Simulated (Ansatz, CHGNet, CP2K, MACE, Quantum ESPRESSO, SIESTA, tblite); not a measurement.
**How far do other methods lie from plane waves? Twisted Zr2CO2 MXene bilayer, 38.21° (70 atoms)**

Aim: forces and gap of twisted Zr2CO2 MXene bilayer, 38.21° (70 atoms) at one geometry, from other programs and methods, against plane-wave PBE.

Results are calculated, not measured.

**1. The structure**

The cell holds 70 atoms (14 C, 28 Zr and 28 O), with edges of 8.76, 8.76 and 28.15 Å. Recipe: Zr2CO2 MXene (a = 3.31 Å) under Zr2CO2 MXene (a = 3.31 Å), bilayer, commensurate cell of 7 unit cells a layer, twist 38.21 deg; facing planes 2.95 Å apart; 16 Å of vacuum; layers as built, displaced by a Gaussian of 0.01 Å. Then every atom was moved at random, 0.02 Å r.m.s. a Cartesian component.

**2. The reference input**

Quantum ESPRESSO 7.5: Kohn-Sham DFT, PBE, SSSP efficiency 1.3.0 pseudopotentials, plane waves. Its input, pw.in:

```
&control
  calculation = 'scf'
  pseudo_dir = './pseudo'
  outdir = './tmp'
  disk_io = 'none'
  tprnfor = .true.
/
&system
  ibrav = 0
  nat = 70
  ntyp = 3
  ecutwfc = 60
  ecutrho = 480
  nosym = .true.
  occupations = 'smearing'
  smearing = 'fd'
  degauss = 0.003675
/
&electrons
  conv_thr = 3.5e-07
  electron_maxstep = 100
  mixing_beta = 0.4
  mixing_mode = 'local-TF'
  diagonalization = 'david'
/
ATOMIC_SPECIES
C 12.011 C.upf
Zr 91.224 Zr.upf
O 15.999 O.upf
CELL_PARAMETERS angstrom
8.75740 0.00000 0.00000
-4.37870 7.58413 0.00000
0.00000 0.00000 28.15000
ATOMIC_POSITIONS crystal
C 0.99612 0.99999 0.36525
Zr 0.19331 0.24016 0.41364
Zr 0.23848 0.04875 0.31809
O 0.23698 0.04672 0.44869
[... 64 atom lines left out ...]
O 0.17668 0.12228 0.71497
O 0.13004 0.88231 0.55190
K_POINTS gamma
```

```console
$ OMP_NUM_THREADS=1 mpirun -np 2 pw.x -in pw.in > output.txt
```

It took 19 min on 2 MPI ranks of Intel Xeon Platinum 8375C at 2.90GHz (Ice Lake), shared host; peak memory 5.9 GiB; 39 min of CPU time.

It converged with an r.m.s. force component of 0.45 eV/Å.

Its highest filled and lowest empty levels lie 1.42 eV apart on its k-points.

**3. The other programs**

- CHGNet: machine-learned potential, published weights.
- MACE: machine-learned potential, published weights.
- SIESTA 5.4.2: numerical atomic orbitals, whose automatically made sets are far from complete, with PseudoDojo norm-conserving potentials that we converted to its format (checked against plane waves on the same files for H, C, O, Si, Ge and Ca alone); labels give functional, basis size, energy shift and mesh cutoff.
- tblite 0.8.0: extended tight binding, driven from Python.

All use the same cell and atoms, and the electronic-structure runs the same k-mesh.

**4. All runs compared**

Differences are against the reference: forces as r.m.s. over components, share as that over the reference's r.m.s. force, slope as the fitted ratio of a run's forces to the reference's.

```tsv
run	Δ force, r.m.s. (meV/Å)	share (%)	slope	Δ gap (eV)	cores	CPU time	memory (GiB)
reference	-	-	-	-	2	39 min	5.9
CHGNet r2SCAN potential	374	82.6	0.238	-	1	5.5 s	0.89
MACE MP-0b2 small potential	484	107	0.182	-	1	11 s	0.67
MACE MP-0b3 medium potential	282	62.5	0.481	-	1	11 s	0.98
SIESTA PBE, DZP, shift 0.01 Ry, mesh 500 Ry	107	23.7	0.976	-0.144	2	7.8 min	2.2
tblite GFN1-xTB	552	122	1.305	-	1	20 s	0.14
```

Times of the machine-learned potentials are mostly Python's start and the loading of weights.

Runs without a result: CP2K PBE, DZVP-MOLOPT-SR, 600/50 Ry, OT CG (cut off at its time limit); CP2K PBE, DZVP-MOLOPT-SR, 210/50 Ry, OT CG (cut off at its time limit).

CPU time is summed over cores on shared hosts, so it is rough.

**5. What came out**

Forces lie from 24 % (SIESTA PBE, DZP, shift 0.01 Ry, mesh 500 Ry) to 122 % (tblite GFN1-xTB) of the reference's r.m.s. force of 0.45 eV/Å away from it. The PBE run in local orbitals differs by 24 % (SIESTA PBE, DZP, shift 0.01 Ry, mesh 500 Ry); basis, grid and potentials can all enter. Tight binding differs by 122 % (tblite GFN1-xTB); it is another model, with fitted parameters of its own, and the xTB methods hold dispersion. Machine-learned potentials differ by 62 % (MACE MP-0b3 medium potential) to 107 % (MACE MP-0b2 small potential); they were trained on other programs' data, some at another functional. Among those trained on PBE data the slope goes as low as 0.18, with a correlation of 0.26, so directions differ as well as sizes.

Gaps at PBE, coarse settings apart, lie -0.14 eV from the reference's, on k-points that hold the band edges only if these fold onto them.

Caveats: Periodic xTB results under one method name differ between programs and library versions. Machine-learned potentials mimic data converged in k, so the reference's own k-point error enters their differences. The reference's PBE has no dispersion term, which matters for the binding between molecules or layers. The electronic-structure runs sample only Γ, in a cell whose shortest periodic width is 8 Å. The slab repeats along its normal with no dipole correction. Where levels are smeared, the DFT runs use Fermi–Dirac occupations at 580 K (0.05 eV), and energies are free energies. The atoms were displaced at random, and shares hang on the size of the forces that this gives. The reference's cutoffs and mesh weren't converged further here.

[Logs are printed without paths, hosts, clocks, repeated set-up lines and the standing remarks that a program may print on its own settings, such as how far it seeks lower states.]

[Hosts, paths, dates, database ids (printed as entryN), source tags and the programs' standing remarks are cut or masked in the printed files.]

[Cells were taken only where this reference lay near another plane-wave run.]
